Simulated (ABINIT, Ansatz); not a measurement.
# SnGeSe3 (Pm-3m): zone-centre phonons, part 5 of 5

Which modes does SnGeSe3 (Pm-3m) have at the zone centre?

ABINIT 10.8.3; DFT LDA, scalar-relativistic, plane waves, HGH norm-conserving pseudopotentials.

So far, highest optical zone-centre mode (no LO-TO term) (cm⁻¹): step 7 (modes with the sum rule) 204; step 8 (ASR 0, chneut 0) 204.

The structure was built from a prototype and need not be the compound's stable phase.

## (9) Cross-check with Ansatz

The same cell goes through another code, with its own cutoff. The potentials differ.

This step: DFT LDA, scalar-relativistic, plane waves, PseudoDojo norm-conserving pseudopotentials (Ansatz 0.2.0).

The input, input.yaml:

```yaml
crystal:
  lattice:
    - [4.9006332156, 0.0, 0.0]
    - [0.0, 4.9006332156, 0.0]
    - [0.0, 0.0, 4.9006332156]
  atoms:
    - { symbol: Sn, position: [0.0, 0.0, 0.0] }
    - { symbol: Ge, position: [0.5, 0.5, 0.5] }
    - { symbol: Se, position: [0.5, 0.5, 0.0] }
    - { symbol: Se, position: [0.5, 0.0, 0.5] }
    - { symbol: Se, position: [0.0, 0.5, 0.5] }
kpoints:
  mp_grid: { grid: [6, 6, 6] }
hamiltonian:
  xc: lda
  pseudopotentials: { kind: nc, accuracy: standard }
scf:
  occupations: { method: methfessel_paxton, width: 0.27211 }
output:
  eigenvalues: true
phonons:
  method: dfpt
```

The run is started by

```bash
ansatz run input.yaml --threads 4 --pin off --max-ram 8192MiB --backend cpu --events-out ev --progress --plain --runs-dir out
```

Log:

```text
zone centre: on kpoints.mp_grid the ground state, and the responses unless they are solved on pairs of k-points, stand on 64 of the mesh's 216 k-points, reduced under 8 symmetry operations, with k and −k counted as one. Each operation leaves every solved displacement unchanged or reverses it
Engine: ansatz 0.2.0, aarch64-unknown-linux-gnu
Pseudopotentials: kind: nc
Pseudopotential: Sn, nc, valence charge 14, recommended cutoff 979.609905 eV (normal), Sn.nc.azcp (PseudoDojo's, or run here from an input of PseudoDojo's; its table is named by hamiltonian.pseudopotentials.accuracy)
Pseudopotential: Ge, nc, valence charge 14, recommended cutoff 1061.244064 eV (normal), Ge.nc.azcp (PseudoDojo's, or run here from an input of PseudoDojo's; its table is named by hamiltonian.pseudopotentials.accuracy)
Pseudopotential: Se, nc, valence charge 16, recommended cutoff 1170.089609 eV (normal), Se.nc.azcp (PseudoDojo's, or run here from an input of PseudoDojo's; its table is named by hamiltonian.pseudopotentials.accuracy)
Functional definition: SPW92
  exchange = slater_x
  correlation = pw_c
Crystal: 5 atoms, lattice volume = 117.695 Å³
Basis set: ecut = 1170.089609 eV, 10779 PW (Γ), exchange–correlation on 120×120×120 points (8 copies of the dense FFT grid, shifted against one another)
Bands: 46, of which v1, the nominal top of the filled ones, is band 38 counted from 1 (37 counted from 0)
Symmetry: 48 space group operations
k-points: 64 of 216 (irreducible under 8 space group operations)
Non-local potential: Sn, projectors of the file, l = 0: 2, l = 1: 2, l = 2: 2
Non-local potential: Ge, projectors of the file, l = 0: 2, l = 1: 2, l = 2: 2
Non-local potential: Se, projectors of the file, l = 0: 2, l = 1: 2, l = 2: 2
Initial density: superposition of atomic densities (chi_scale 0.1, normalization cell, long waves kept (reshape's long-wave potential 0.01 eV rms))
Initial wavefunctions: pseudopotential atomic-orbital guess
Functional: x = slater, c = lda
SCF iter   1: F=—  HF=-14458.922011 eV  |F-HF|=—  |Δ(HF+E_count)|=         —  Δρ=3.19e-2  dr2=1.25e0  ethr=3.10e-3  ⟨swp⟩=7.0  Hψ=11317  notcnv=0
preconditioner: auto → Kerker (q_TF=auto, 2.536 Å⁻¹)  [metal: Δε(μ)=0.033 eV  Ē_g=9.508 eV  σ=0.272 eV  W_gap=0.10  n_scr=26 (ndim 8)  ℏωp=17.5 eV  f_vac=0.000  D(μ)=3.73/eV (n_scr^D=26)]
SCF iter   2: F=—  HF=-14458.537700 eV  |F-HF|=—  |Δ(HF+E_count)|=   3.84e-1  S|Δr|=    0.00e0  Δρ=1.64e-2  dr2=3.33e-1  ethr=1.64e-3  ⟨swp⟩=1.1  Hψ=3466  notcnv=0
SCF iter   3: F=—  HF=-14458.420903 eV  |F-HF|=—  |Δ(HF+E_count)|=   1.17e-1  S|Δr|=    0.00e0  Δρ=3.63e-3  dr2=1.58e-2  ethr=4.38e-4  ⟨swp⟩=3.0  Hψ=5949  notcnv=0
SCF iter   4: F=—  HF=-14458.418595 eV  |F-HF|=—  |Δ(HF+E_count)|=   2.31e-3  S|Δr|=    0.00e0  Δρ=1.75e-3  dr2=3.54e-3  ethr=2.08e-5  ⟨swp⟩=2.0  Hψ=4225  notcnv=0  defer=27
SCF iter   5: F=—  HF=-14458.417523 eV  |F-HF|=—  |Δ(HF+E_count)|=   1.07e-3  S|Δr|=    0.00e0  Δρ=6.96e-4  dr2=4.82e-4  ethr=4.65e-6  ⟨swp⟩=2.0  Hψ=3814  notcnv=0  defer=33
SCF iter   6: F=—  HF=-14458.417353 eV  |F-HF|=—  |Δ(HF+E_count)|=   1.70e-4  S|Δr|=    0.00e0  Δρ=7.19e-5  dr2=6.45e-6  ethr=6.34e-7  ⟨swp⟩=2.2  Hψ=4251  notcnv=0  defer=33
SCF iter   7: F=—  HF=-14458.417163 eV  |F-HF|=—  |Δ(HF+E_count)|=   1.90e-4  S|Δr|=    0.00e0  Δρ=2.23e-5  dr2=6.27e-7  ethr=8.49e-9  ⟨swp⟩=2.1  Hψ=4385  notcnv=0  defer=51
SCF iter   8: F=—  HF=-14458.417163 eV  |F-HF|=—  |Δ(HF+E_count)|=   5.32e-8  S|Δr|=    0.00e0  Δρ=5.60e-6  dr2=4.80e-8  ethr=8.25e-10  ⟨swp⟩=1.4  Hψ=2898  notcnv=0  defer=51
SCF iter   9: F=—  HF=-14458.417163 eV  |F-HF|=—  |Δ(HF+E_count)|=   3.21e-9  S|Δr|=    0.00e0  Δρ=1.82e-6  dr2=4.06e-9  ethr=6.32e-11  ⟨swp⟩=2.0  Hψ=3129  notcnv=0  defer=51
SCF iter  10: F=—  HF=-14458.417163 eV  |F-HF|=—  |Δ(HF+E_count)|=  3.95e-10  S|Δr|=    0.00e0  Δρ=3.94e-7  dr2=1.40e-10  ethr=5.35e-12  ⟨swp⟩=2.0  Hψ=4067  notcnv=0  defer=51
SCF iter  11: F=-14458.417163 eV  HF=-14458.417163 eV  |F-HF|=3.64e-12  |Δ(HF+E_count)|=  1.46e-11  S|Δr|=    0.00e0  Δρ=7.84e-8  dr2=5.86e-12  ethr=1.00e-12  ⟨swp⟩=14.3  Hψ=18966  notcnv=0
SCF 1 converged in 11 iterations: F = -14458.417163 eV  dr2 = 5.86e-12
DFPT response loops at Γ: preconditioner auto → Kerker (q_TF=auto, 2.536 Å⁻¹) (partly filled bands, converged f_vac=0.004); β = 1.00, the filter's whole step (`scf.mixing.beta` (0.50) is not read by the response loops under this deck's `scf.mixing.preconditioner`; to damp them name `kerker` or `kerker_dos`, under which they read `scf.mixing.beta`, and type it under 1.00, their step now; both keys bind the ground state too); Broyden in place of MSR1
SCF converged after 11 iterations
Stability not checked: this state was not tested for a lower state beside it, because cold or Methfessel-Paxton smearing, or corrected tetrahedra, fill the levels in a way that the test cannot read (fill_not_monotonic; see scf.lower_state_search)
Free energy (F): -14458.417163 eV
Harris-Foulkes:  -14458.417163 eV  (|F-HF|=3.64e-12)
Internal energy: -14458.389191 eV  (E = F + TS)
E sigma→0 (E₀):  -14458.410170 eV
Entropy (-TS):   -0.027972 eV (-5.594 meV/atom)
Fermi energy:    9.570017 eV
Step filling:    the computed levels leave a gap of 0.0499 eV = 0.2 smearing widths at the electron count; against every level under it full and every level over it empty, smearing changes F+E_penalty+E_count by -11.230 meV and its σ→0 estimate by -4.237 meV
--- Per-component energies (eV) ---
  E_band       = -1315.688466
  E_kinetic    = 9494.767342
  E_local      = -11041.057718  (includes V_loc(G=0)·N_el)
  E_nonlocal   = -6025.825175
  E_hartree    = 4187.203553
  E_xc         = -3122.052193
  E_vxc        = -2117.979903  (∫ρ·V_xc dr)
  E_ewald      = -7951.424999
  E_smearing   = -0.027972  (= −TS)
  E_closure    = -0.000000  (closes the sum)
  Σ components = -14458.417163   (vs F -14458.417163, Δ=0.00e0)
--- Band table (eV; the first three rows and the last of 64) ---
  k-point 0: bands = [... 34 lower, 8.1172, 8.1172, 8.5244, 8.5244, 8.5244, 13.1202, 13.1202, 13.1202, ... 4 higher]
  k-point 1: bands = [... 34 lower, 7.8973, 8.3347, 8.4714, 8.4714, 8.7281, 12.2856, 12.7708, 12.7708, ... 4 higher]
  k-point 2: bands = [... 34 lower, 7.3070, 8.0074, 8.6021, 8.6021, 9.9831, 10.8683, 12.2098, 12.2098, ... 4 higher]
  k-point 63: bands = [... 34 lower, 8.5846, 10.1312, 10.1312, 10.1312, 11.4891, 11.4891, 11.4891, 13.2257, ... 4 higher]
--- Phonons (Γ-DFPT): 4 representative perturbations + reference, on 64 of 216 k-points (Σ response iterations 12) ---
  k mesh reduced under 8 symmetry operations, with k and −k counted as one. Each operation leaves every solved displacement unchanged or reverses it
  ASR residual: 6.500e-4 → 0.000e0 eV/Å²; symmetrization residual: 2.938e-4 eV/Å²
  ASR residual per site (eV/Å²): 6.50e-4 4.36e-4 2.65e-4 2.65e-4 2.65e-4
  Γ frequencies (cm⁻¹): -112.69 -112.69 -112.69 -79.70 -79.70 -79.70 -43.34 -43.34 -43.34 0.00 0.00 0.00 218.20 218.20 218.20
  non-analytic LO–TO correction: not included (Born effective charges unavailable; polar crystals: no LO–TO splitting at Γ)
```

Run time: 3.1 min. Hardware: 4 threads of Arm Neoverse V1, shared host; peak memory 3.7 GiB.

This step gave:

* sum-rule residual before enforcement: 6.50e-4 eV/Å²
* highest optical zone-centre mode (no LO-TO term): 218.2 cm⁻¹
* lowest optical zone-centre mode: -112.7 cm⁻¹

## (10) Side by side: ABINIT HGH and Ansatz, PseudoDojo

Worked out from the results:

- root-mean-square difference: 7.46 cm⁻¹
- largest difference: 14.7 cm⁻¹

Optical modes, paired by symmetry label. Frequencies side by side, by row:

```csv
q (reciprocal lattice),mode,ABINIT HGH (cm⁻¹),"Ansatz, PseudoDojo (cm⁻¹)"
0 0 0,1,-112.7,-112.7
0 0 0,2,-112.7,-112.7
0 0 0,3,-112.7,-112.7
0 0 0,4,-78.5,-79.7
0 0 0,5,-78.5,-79.7
0 0 0,6,-78.5,-79.7
0 0 0,7,-45.6,-43.34
0 0 0,8,-45.6,-43.34
0 0 0,9,-45.6,-43.34
0 0 0,13,203.5,218.2
0 0 0,14,203.5,218.2
0 0 0,15,203.5,218.2
```

At the zone centre the largest difference (acoustic modes at Γ apart) is 7 % of the highest mode.

## (11) Summary of results

```json
{"space group after relaxation": "Pm-3m", "volume per atom": "23.5 Å³", "highest optical zone-centre mode (no LO-TO term)": "203.5 cm⁻¹", "lowest optical zone-centre mode": "-112.7 cm⁻¹", "imaginary optical modes at the zone centre (no q mesh in this session)": "yes", "largest difference from Ansatz, PseudoDojo": "14.7 cm⁻¹"}
```

**Reading.** At the LDA level the optical modes of SnGeSe3 (Pm-3m) at the zone centre run from 113i to 204 cm⁻¹, so the structure is a saddle point, with 9 modes beyond 10i cm⁻¹ there. The base run prints -1.1 GPa, mostly the error of a finite basis; the relaxation, with a smoothed and higher cutoff, had brought the cell to rest. ABINIT HGH and Ansatz, PseudoDojo differ by 7.5 cm⁻¹ in the root mean square and by 14.7 cm⁻¹ at most, 7.2 % of the highest mode compared (acoustic modes at Γ left out); the two use different potentials, and the cell was not relaxed for the second set. These are harmonic frequencies at zero temperature: anharmonic shifts and linewidths and thermal expansion are left out. The HGH files keep few electrons and have no core correction, which is cheap but rough for Ge and Sn. In a metal the frequencies hang on the k mesh and the smearing, most of all near Kohn anomalies. The structure is a hypothetical one, built on a prototype.

[Host names and launcher messages were left out of these logs when they were recorded.]

[Logs are printed without paths, hosts, clocks, repeated set-up lines and the standing remarks that a program may print on its own settings, such as how far it seeks lower states.]

[Hosts, paths, dates, database ids (printed as entryN), source tags and the programs' standing remarks are cut or masked in the printed files.]
